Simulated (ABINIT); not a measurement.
Entries from a set of simulations; values are calculated unless marked as measured.

```json
{"subject": "A GW chain in ABINIT: MgO (Fm-3m)", "lattice_ang": [[-0.0, 2.097, 2.097], [2.097, -0.0, 2.097], [2.097, 2.097, -0.0]], "atoms": [["Mg", 0.0, 0.0, 0.0], ["O", 0.5, 0.5, 0.5]], "method": "RPA screening on PBEsol, plane waves, norm-conserving pseudopotentials (and 2 further levels or steps)", "program": "ABINIT 10.8.3", "settings": "cutoff 38 Ha, PseudoDojo scalar-relativistic 0.4.1 standard, norm-conserving, potential set dojo-sr-pbesol-0.4.1-standard, ngkpt (6, 6, 6), nband 109, ecuteps 9 Ha, gwcalctyp 2, nfreqre 16, nfreqim 8, inclvkb 2, freqremax 40 eV, spmeth 1, nomegasf 120, shiftk (0, 0, 0), symchi 1, awtr 1, frequency cd, 6×6×6 k-mesh", "cost": "5 runs, 5.8 min in all on 8 MPI ranks of Arm Neoverse V1, shared host", "notes": "The program’s warnings: Min real frequency set to default [Ha] =. The cell and positions are those that the Materials Project relaxed with its own functionals (PBE, PBE+U or r2SCAN), kept fixed.", "results": {"pbesol_gap": "4.79 eV, direct", "g0w0_gap_on_the_mesh": "7.31 eV", "gw_settings": "6×6×6 mesh, 109 bands, screening to 244.9 eV, contour deformation", "known_limits": "short of the basis limit"}}
```

[Long decimals in the printed logs are rounded to 6 places.]

[Logs are printed without paths, hosts, clocks, repeated set-up lines and the standing remarks that a program may print on its own settings, such as how far it seeks lower states.]

[Paths, hosts, dates, memory and timing lines, banners, echoed tables and standing remarks are left out of the program output; an Ansatz launch command may be rebuilt from the run's recorded settings. Measured values are a selection of at most five: reports struck by readers or far from the other reports are left out. None is set beside runs whose start may be inverted or whose files or cutoffs have a known fault.]

[Runs of the session that timed out or met a known fault of the program may be left out.]

[Hosts, paths, dates, database ids (printed as entryN), source tags and the programs' standing remarks are cut or masked in the printed files.]

[G0W0 gaps are taken among the corrected bands and points alone; a level outside them can change the order at an edge.]

[Where Ansatz stands beside ABINIT at settings called matched, ABINIT's density can come from a denser mesh and the files from another edition; pairs whose starting gaps differed by over 0.03 eV were left out, so agreement reads better than it is.]
